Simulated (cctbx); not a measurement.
**Accept or mend?**

Cell a = 7.0930 Å, b = 4.4720 Å, c = 5.4230 Å, α = 90.00°, β = 90.00°, γ = 90.00°; space group Pnma (no. 62).

Simulated single-crystal data (cctbx): synchrotron X-rays, λ = 0.6889 Å, to d = 0.6 Å, 70 % of the full sphere, strongest reflection 20000 counts, noise from counting, a 4 % proportional error and a noise floor of 2 counts (s.d.); no absorption.

An anisotropic refinement with weights 1/σ² prints:

```text
Rint 0.034, 455 unique reflections to 0.60 A
cycle     R1     wR2    GooF  max shift (A)
   1  0.2104  0.4888  16.914   0.00337
   2  0.2138  0.4665  16.144   0.00002
final R1 0.2138 wR2 0.4665 GooF 16.144  parameters 6  data/parameter 75.8
atom        x        y        z      Ueq    occ   su(xyz)  su(Uiso or U11)
W1     0.94979  0.75000  0.35436   0.0003  1.000  0.00036  0.0011  NPD
difference map: max 136.38 min -14.64 rms 7.77
Q1    0.1798  0.2500  0.1440    4  147.17  2.85 A from W1
Q2    0.0608  0.2500  0.6426    4  117.70  0.08 A from W1
Q3    0.1864  0.2500  0.8571    4   14.73  1.50 A from W1
Q4    0.1921  0.7500  0.6517    4   14.50  2.36 A from W1
Q5    0.0933  0.7500  0.8638    4   12.10  2.55 A from W1
Q6    0.1077  0.7500  0.3624    4   11.69  1.12 A from W1
```

**Question.** Can this result stand? If not, what is the likely fault?

Mend it. The fault: an atom left out, Sc at (0.8188, 3/4, 0.8558). Against the right model at the same level, R1 goes from 0.0111 to 0.2138 and GooF from 0.95 to 16.14, U of W1 shrinks from 0.0050 to 0.0003 Å², the top difference peak, 147.2 e/Å³, lies 2.85 Å from W1 and W1 goes non-positive-definite. Q1 is the missing atom. With scattering power missing, scale and phases suffer, so peaks may also grow on the heavy atoms.

The compound is ScW. The right model at the same level gives:

```text
Rint 0.034, 455 unique reflections to 0.60 A
cycle     R1     wR2    GooF  max shift (A)
   1  0.0112  0.0273   0.951   0.00002
   2  0.0111  0.0272   0.948   0.00000
final R1 0.0111 wR2 0.0272 GooF 0.948  parameters 12  data/parameter 37.9
atom        x        y        z      Ueq    occ   su(xyz)  su(Uiso or U11)
W1     0.94940  0.75000  0.35471   0.0050  1.000  0.00002  0.0001
Sc1    0.81874  0.75000  0.85590   0.0088  1.000  0.00010  0.0002
difference map: max 0.87 min -1.18 rms 0.28
Q1    0.0961  0.2500  0.1713    4    0.96  0.62 A from Sc1
Q2    0.0613  0.2500  0.2921    4    0.90  1.17 A from Sc1
Q3    0.1325  0.5369  0.4556    8    0.83  1.70 A from W1
Q4    0.1330  0.2500  0.7973    4    0.81  1.01 A from W1
Q5    0.2032  0.1052  0.3392    8    0.80  1.25 A from Sc1
Q6    0.0233  0.0549  0.6016    8    0.78  0.92 A from W1
```

Isotropic U is held between 0.0001 and 1 Å² by the program, and listed peak heights are interpolated, so they can pass the grid's maximum.

This is a model crystal, built by substitution and not relaxed, with assumed displacement parameters.

[Middle refinement cycles are left out of these outputs.]

[Logs are printed without paths, hosts, clocks, repeated set-up lines and the standing remarks that a program may print on its own settings, such as how far it seeks lower states.]
